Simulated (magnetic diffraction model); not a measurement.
**Magnetic neutron pattern of TiPS₄**

Space group Cmcm (no. 63), a = 6.4440 Å, b = 9.5990 Å, c = 7.9520 Å.

```csv
site,atom,x,y,z
4a,Ti,0,0,1/2
8f,S,1/2,0.7455,0.4494
8g,S,0.2590,0.9630,1/4
4c,P,1/2,0.1474,3/4
```

This is a made-up structure (elements placed in a structure type, unrelaxed), so the numbers test the method and describe no known phase.

Only Ti is taken to order (form factors of Ti3+); orders and moment sizes are assumed, and not adapted to the symmetry. Radiation: neutrons of λ = 2.567 Å, 1.5° to 70°; isotropic B of 0.28 Å² (Ti), 0.39 Å² (S) and 0.36 Å² (P). The intensities are simulated: I ∝ L Σ (|F_N|² + |F_M⊥|²) for unpolarised neutrons, with F_M = 2.695 fm/μB × Σ f(s) S exp(2πi Q·r) exp(−B s²) at Q = H ± k (one set where k and −k are equivalent), only the part normal to Q counting and L = 1/(sin²θ cos θ). For collinear order S is the moment m, which repeats by lattice and centring translations R with the sign exp(−2πi k·R). Form factors are spin-only for 3d ions and dipole or tabulated for f ions, scattering lengths are Sears's of 1992, and absorption is left out. A label names one of the reflections at its angle. The strongest nuclear line in the range is 100, and lines under 0.2 are left out.

Assume the order k = (0 1 0), collinear moments along [110], 0.92 μB on Ti; signs + at (0, 0, 1/2), + at (0, 0, 0).

Q: Where does magnetic intensity appear, and how strong is it?

| 2θ (°) | index | nuclear | magnetic |
| --- | --- | --- | --- |
| 15.37 | (0 1 0) | 0.0 | 4.2 |
| 22.98 | (1 0 0) | 0.0 | 3.9 |
| 27.76 | (1 1 0) | 67.4 | 0.0 |
| 31.02 | (0 2 0) | 18.3 | 0.0 |
| 33.61 | (1 1 1) | 74.7 | 0.0 |
| 36.40 | (0 2 1) | 49.5 | 0.0 |
| 37.67 | (0 0 2) | 40.0 | 0.0 |
| 38.96 | (1 -2 0) | 0.0 | 1.4 |
| 40.90 | (0 1 2) | 0.0 | 2.5 |
| 44.58 | (1 0 2) | 0.0 | 1.9 |
| 46.95 | (2 0 0) | 0.8 | 0.0 |
| 47.30 | (0 3 0) | 0.0 | 0.3 |
| 49.57 | (0 2 2) | 71.3 | 0.0 |
| 49.69 | (2 1 0) | 0.0 | 1.0 |
| 55.30 | (1 2 2) | 0.0 | 1.6 |
| 57.34 | (2 2 0) | 100.0 | 0.0 |
| 60.82 | (2 2 1) | 3.9 | 0.0 |
| 61.69 | (2 0 2) | 1.0 | 0.0 |
| 61.98 | (0 3 2) | 0.0 | 0.5 |
| 63.99 | (2 1 2) | 0.0 | 1.1 |
| 64.67 | (0 4 0) | 0.3 | 0.0 |
| 67.02 | (1 3 2) | 45.6 | 0.0 |
| 67.17 | (0 2 3) | 19.3 | 0.0 |
| 67.93 | (0 4 1) | 1.3 | 0.0 |
| 68.85 | (2 3 0) | 0.0 | 0.3 |

The strongest magnetic line in the range is (0 1 0) at 15.37° (4.2). On top of the Lorentz factor, which all lines share, magnetic lines fade with angle because f falls: for Ti3+ it is 0.87, 0.59, 0.32 and 0.05 at sin θ/λ = 0.1, 0.2, 0.3 and 0.5 Å⁻¹, while nuclear lengths stay constant. The order has no net moment.

[Logs are printed without paths, hosts, clocks, repeated set-up lines and the standing remarks that a program may print on its own settings, such as how far it seeks lower states.]
